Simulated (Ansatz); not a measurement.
# Ta2O5 (Pmmm): a many-body input that goes wrong, and its mend

Aim: the G0W0 gap of Ta2O5 (Pmmm). The first input has a fault.

Main program and level: Ansatz 0.2.0; G0W0 on LDA, plane waves, PAW; PAW set soft_1.

## 1. Starting point

It takes space group Pmmm (No. 47, orthorhombic). The conventional cell has a = 3.677 Å, b = 3.897 Å, c = 6.217 Å, α = 90.00°, β = 90.00°, γ = 90.00°. Nearest to Ta lie 6 O at 1.95 to 2.15 Å. Ta has 6 O at 1.84 to 2.00 Å nearest. Nearest to O lie 3 Ta at 2.00 to 2.15 Å. Nearest to O lie 2 Ta at 1.95 Å. Nearest to O lie 2 Ta at 1.84 Å. Nearest to O lie 2 Ta at 1.95 Å. Farther neighbours, and contacts between anions beyond the nearest, are not listed.

Geometry: measured cell, ions relaxed with LDA. The runs that relaxed it are not among those shown.

## 2. First try

File input.yaml:

```yaml
crystal:
  lattice:
    - [3.677, 0.0, 0.0]
    - [0.0, 3.897, 0.0]
    - [0.0, 0.0, 6.217]
  atoms:
    - { symbol: Ta, position: [0.5, 0.0, 0.5] }
    - { symbol: Ta, position: [0.0, 0.0, 0.0] }
    - { symbol: O, position: [0.0, 0.0, 0.3219126261] }
    - { symbol: O, position: [0.0, 0.0, 0.6780873739] }
    - { symbol: O, position: [0.5, 0.5, 0.5] }
    - { symbol: O, position: [0.5, 0.0, 0.0] }
    - { symbol: O, position: [0.0, 0.5, 0.0] }
kpoints:
  mp_grid: { grid: [4, 4, 2] }
hamiltonian:
  xc: lda
  pseudopotentials: { kind: paw, azcp: { folder: soft_1 }, xc_functional: pbe }
scf:
  occupations: { method: fermi_dirac, width: 1.0 }
gw:
  n_empty_bands: 94
  ecut_chi: 60
  qp_bands: [v2, c2]
  qp_kpoints: band_edges
  screening: { model: contour_deformation }
```

On the command line:

```bash
$ ansatz run input.yaml --threads 3 --pin off --max-ram 92160MiB --backend cuda --events-out ev --progress --plain --runs-dir out --devices 1 --max-vram 13GiB
```

The log of the run:

```text
band count auto-derived: 49 (N_el = 56.0; filled up to band 28; 35 by the electrons, moments and atoms)
GPUs: using 1 of 1 available (devices: 1).
Engine: ansatz 0.2.0, x86_64-unknown-linux-gnu
Pseudopotentials: kind: paw
Pseudopotential: Ta, paw, valence charge 13, recommended cutoff 420 eV (normal), soft_1/Ta.paw.azcp
Pseudopotential: O, paw, valence charge 6, recommended cutoff 420 eV (normal), soft_1/O.paw.azcp
Functional definition: SPW92
  exchange = slater_x
  correlation = pw_c
device memory: the entry about to start is reckoned to put 1.6 GiB on a device that reports 33.6 GiB free (of which the cap on the GPU budget leaves the run 13.0 GiB)
GPU FFT provider: cuFFT
GPU libraries: cuBLAS 13.8.2, cuFFT 12.4.0, cuSOLVER 12.3.4
Crystal: 7 atoms, lattice volume = 89.085 Å³
Basis set: ecut = 420 eV, 1749 PW (Γ)
Bands: 49, of which v1, the nominal top of the filled ones, is band 28 counted from 1 (27 counted from 0)
Symmetry: 8 space group operations
Space group: Pmmm (ITA 47), of the structure as read, at distance tolerance 4.5e-5 Å
k-points: 18 of 32
Non-local potential: Ta, projectors of the file, l = 0: 3, l = 1: 2, l = 2: 2, l = 3: 1
Non-local potential: O, projectors of the file, l = 0: 2, l = 1: 2, l = 2: 1
PAW form: soft (Blöchl's): semilocal exchange-correlation on the pseudo side does not see the compensation charge
PAW frozen core: Ta, regenerated for the run's functional, and the local potential with it (the file was generated under x = pbe(κ = 0.804, μ = 0.219515), c = pbe(β = 0.066725))
PAW frozen core: O, regenerated for the run's functional, and the local potential with it (the file was generated under x = pbe(κ = 0.804, μ = 0.219515), c = pbe(β = 0.066725))
PAW one-centre angular grid: Ta, 590 points (default); XC on 64 Gauss nodes
PAW one-centre angular grid: O, 110 points (default); XC on 64 Gauss nodes
Initial density: superposition of atomic densities (chi_scale 0.1, normalization cell, long waves kept (reshape's long-wave potential 0.02 eV rms))
Initial wavefunctions: pseudopotential atomic-orbital guess
GPU buffer pool allocated for 30375 grid points (all kernels)
GPU transforms: local potential and band sums: pruned to the plane-wave sphere, on 25×27×45
Functional: x = slater, c = lda
SCF iter   1: F=—  HF=-22151.474734 eV  |F-HF|=—  |Δ(HF+E_count)|=         —  Δρ=5.91e-2  dr2=2.74e0  ethr=3.10e-3  ⟨swp⟩=6.1  Hψ=3565  notcnv=0
preconditioner: auto → LDOS  [insulator: Δε(μ)=2.418 eV  Ē_g=16.973 eV  σ=1.000 eV  W_gap=0.53  n_scr=20 (ndim 8)  ℏωp=24.9 eV  f_vac=0.012  D(μ)=1.71/eV (n_scr^D=6)  ε∞_Penn≈3.1  β→1.0]
SCF iter   2: F=—  HF=-22150.877867 eV  |F-HF|=—  |Δ(HF+E_count)|=   5.97e-1  Δρ=2.86e-2  dr2=5.19e-1  ethr=3.10e-3  ⟨swp⟩=2.0  Hψ=1780  notcnv=0
SCF iter   3: F=—  HF=-22150.717373 eV  |F-HF|=—  |Δ(HF+E_count)|=   1.60e-1  Δρ=6.04e-3  dr2=2.40e-2  ethr=9.28e-4  ⟨swp⟩=2.1  Hψ=1358  notcnv=0
SCF iter   4: F=—  HF=-22150.712643 eV  |F-HF|=—  |Δ(HF+E_count)|=   4.73e-3  Δρ=1.21e-3  dr2=1.42e-3  ethr=4.29e-5  ⟨swp⟩=2.0  Hψ=1225  notcnv=0
SCF iter   5: F=—  HF=-22150.712295 eV  |F-HF|=—  |Δ(HF+E_count)|=   3.48e-4  Δρ=1.65e-4  dr2=1.93e-5  ethr=2.53e-6  ⟨swp⟩=2.4  Hψ=1327  notcnv=0
SCF iter   6: F=—  HF=-22150.712298 eV  |F-HF|=—  |Δ(HF+E_count)|=   2.65e-6  Δρ=5.25e-5  dr2=1.63e-6  ethr=3.44e-8  ⟨swp⟩=2.2  Hψ=1337  notcnv=0
SCF iter   7: F=-22150.712298 eV  HF=-22150.712298 eV  |F-HF|=3.86e-9  |Δ(HF+E_count)|=   1.86e-7  Δρ=7.84e-6  dr2=3.44e-8  ethr=1.79e-10  ⟨swp⟩=3.6  Hψ=2882  notcnv=0
SCF 1 converged in 7 iterations: F = -22150.712298 eV  dr2 = 3.44e-8
[...]
device memory: the entry about to start is reckoned to put 2.0 GiB on a device that reports 33.5 GiB free (of which the cap on the GPU budget leaves the run 13.0 GiB)
NSCF: frozen V_eff on 18 k-points
[...]
device memory: the entry about to start is reckoned to put 2.9 GiB on a device that reports 33.5 GiB free (of which the cap on the GPU budget leaves the run 13.0 GiB)
NSCF: frozen V_eff on 18 k-points
SCF converged after 7 iterations
Free energy (F): -22150.712298 eV
Harris-Foulkes:  -22150.712298 eV  (|F-HF|=3.86e-9)
Internal energy: -22144.179505 eV  (E = F + TS)
E sigma→0 (E₀):  -22147.445901 eV
Entropy (-TS):   -6.532793 eV (-933.256 meV/atom)
Fermi energy:    9.193981 eV
--- Per-component energies (eV) ---
  E_band       = -489.255285
  E_kinetic    = 1616.573922
  E_local      = -3738.624305  (includes V_loc(G=0)·N_el)
  E_nonlocal   = 265.485053
  E_hartree    = 1358.828791
  E_xc         = -982.667156
  E_vxc        = -912.378985  (∫ρ·V_xc dr)
  E_paw        = -16875.336582  (= ΣΔE_a)
  E_vpaw       = -437.971748  (= ΣTr[D̂ρ^β])
  E_aug_tail   = 0.004129  (compensation charges beyond the density's cutoff)
  E_ewald      = -3789.445958
  E_core_change = 1.002601  (= ΣΔE_core)
  E_smearing   = -6.532793  (= −TS)
  E_closure    = 0.000000  (closes the sum)
  Σ components = -22150.712298   (vs F -22150.712298, Δ=0.00e0)
--- Band table (eV; the first three rows and the last of 18) ---
  k-point 0: bands = [... 24 lower, 6.6736, 6.9759, 7.1604, 7.5654, 9.9843, 10.3288, 10.7421, 10.7703, ... 17 higher]
  k-point 1: bands = [... 24 lower, 6.5026, 6.5734, 6.9363, 7.1463, 10.4571, 10.6016, 10.8605, 11.1218, ... 17 higher]
  k-point 2: bands = [... 24 lower, 5.9004, 6.6833, 7.1494, 7.4903, 10.1498, 10.8945, 11.8590, 12.1085, ... 17 higher]
  k-point 17: bands = [... 24 lower, 5.1585, 6.1503, 7.5728, 7.8193, 10.6434, 13.0082, 13.0370, 13.3775, ... 17 higher]
```

The job ended after 15 s (1 × NVIDIA H100 80GB HBM3 (shared by 6 runs) with 3 threads of AMD EPYC 7R13 (Zen 3), shared host; peak memory 0.97 GiB).

**What went wrong?**

The self-consistent loop converged; the step after it was not made.

The fault: smeared occupations of electronvolts. A wide smearing fills conduction states and empties valence ones, so the start is no longer the insulator.

## 3. A better input

Now the one-shot GW correction: screening in the RPA, then the self-energy of the levels asked for. This step takes PAW set soft_1 files.

Edit input.yaml of step 2 so:

```diff
@@ -19,6 +19,6 @@
 scf:
-  occupations: { method: fermi_dirac, width: 1.0 }
+  occupations: { method: fixed }
 gw:
-  n_empty_bands: 94
-  ecut_chi: 60
+  n_empty_bands: 71
+  ecut_chi: 50
   qp_bands: [v2, c2]
```

The log of the run:

```text
GPUs: using 1 of 1 available (devices: 1).
[...]
GPU FFT provider: cuFFT
GPU libraries: cuBLAS 13.8.2, cuFFT 12.4.0, cuSOLVER 12.3.4
Crystal: 7 atoms, lattice volume = 89.085 Å³
Basis set: ecut = 420 eV, 1749 PW (Γ)
Bands: 35, of which v1, the nominal top of the filled ones, is band 28 counted from 1 (27 counted from 0)
[... 1 set-up line as in the run before ...]
[...]
k-points: 18 of 32
[...]
GPU buffer pool allocated for 30375 grid points (all kernels)
[...]
SCF iter   1: F=—  HF=-22149.410162 eV  |F-HF|=—  |Δ(HF+E_count)|=         —  Δρ=7.26e-2  dr2=4.81e0  ethr=3.10e-3  ⟨swp⟩=3.9  Hψ=2257  notcnv=0  defer=51
[...]
SCF iter  12: F=-22148.107616 eV  HF=-22148.107616 eV  |F-HF|=5.35e-10  |Δ(HF+E_count)|=   4.48e-8  Δρ=2.09e-6  dr2=4.74e-9  ethr=1.79e-10  ⟨swp⟩=1.1  Hψ=1596  notcnv=0
SCF 1 converged in 12 iterations: F = -22148.107616 eV  dr2 = 4.74e-9
[...]
0    27      7.8795   -26.0643     4.8878   -21.3411  0.6854     8.0394     8.0441  root
     0    28      8.0694   -26.2118     5.1620   -21.1083  0.6777     8.1271     8.1278  root
     0    29      9.0353   -11.1342    -5.0561   -17.4170  0.7263    10.2416    10.2621  root
     0    30      9.4857   -13.4201    -4.4569   -19.2982  0.7425    10.8879    10.9069  root
     1    27      7.8492   -27.6852     5.0737   -22.7107  0.7013     7.9468     7.9484  root
     1    28      8.0648   -26.2122     5.1665   -21.1038  0.6774     8.1222     8.1229  root
     1    29      9.5044   -13.4404    -4.4915   -19.3564  0.7417    10.9113    10.9289  root
     1    30      9.9516   -13.2234    -4.9802   -19.5022  0.6969    11.2066    11.2502  root
[...]
17    27      7.8494   -25.9778     5.0625   -21.0783  0.6838     8.0087     8.0124  root
    17    28      8.7401   -26.4093     5.1702   -21.3700  0.6884     8.8686     8.8710  root
    17    29      9.5806   -12.7095    -5.4938   -19.5674  0.6996    10.9149    10.9448  root
    17    30     12.0074   -15.9362    -4.7734   -22.1947  0.7215    13.4624    13.4925  root
[key lines of the parts left out:]
SCF converged after 12 iterations
Free energy (F): -22148.107616 eV
Fermi energy:    8.740122 eV
```

It took 19 s on 1 × NVIDIA H100 80GB HBM3 (shared by 6 runs) with 3 threads; peak memory 1.1 GiB; 26 s of CPU time.

Read from the output:

```yaml
bands_summed: 99
rpa_eps_infinity_on_this_mesh_eigenvalues: 6.941, 7.547, 12.38
plane_waves_in_the_screening_matrix: 67
q_points_in_the_mesh: 32
g0w0_gap_on_the_mesh: 1.353 eV
k_of_the_valence_top: -0.5, -0.5, -0.5
k_of_the_conduction_bottom: -0.5, 0, 0
starting_gap_on_the_mesh: 0.1975 eV
z_at_the_valence_top: 0.6884
z_at_the_conduction_bottom: 0.7389
least_direct_g0w0_gap_on_the_computed_points: 1.487 eV
```

The gap on the mesh goes from 0.20 eV to 1.35 eV, a correction of +1.16 eV. Between the two edge states, bare exchange in place of the xc potential would open the gap by 10.71 eV, and correlation takes back 9.56 eV.

## 4. What came out

| Quantity | Value |
| --- | --- |
| first try | the many-body step was refused after 15 s |
| better run | G0W0 gap on the mesh 1.35 eV (4×4×2 mesh, 71 empty bands, screening to 50 eV, PAW set soft_1 files) |

What this shows: The second run differs in: empty bands, screening cutoff (eV) and smearing (eV). Bands and cutoff are finite, so the gap stands short of the basis limit, usually by up to a few tenths of an eV; the mesh is an error of its own. The 4×4×2 mesh is coarse for this cell (its supercell is 12 Å along the shortest edge). The RPA ε∞ on it, from the LDA start, is 6.94, 7.55 and 12.38; such meshes misread the long-range screening, most where the gap is narrow. The many-body steps are scalar-relativistic: spin-orbit coupling is not in them.

[Long decimals in the printed logs are rounded to 6 places.]

[Logs are printed without paths, hosts, clocks, repeated set-up lines and the standing remarks that a program may print on its own settings, such as how far it seeks lower states.]

[Paths, hosts, dates, memory and timing lines, banners, echoed tables and standing remarks are left out of the program output; an Ansatz launch command may be rebuilt from the run's recorded settings. Measured values are a selection of at most five: reports struck by readers or far from the other reports are left out. None is set beside runs whose start may be inverted or whose files or cutoffs have a known fault.]

[Runs of the session that timed out or met a known fault of the program may be left out.]

[Cells called generated may have been cut or substituted from an entry of the Crystallography Open Database or the Materials Project.]

[Hosts, paths, dates, database ids (printed as entryN), source tags and the programs' standing remarks are cut or masked in the printed files.]

[Where the starting crystal was built by hand or by swapping elements, it need not be the compound's stable phase.]
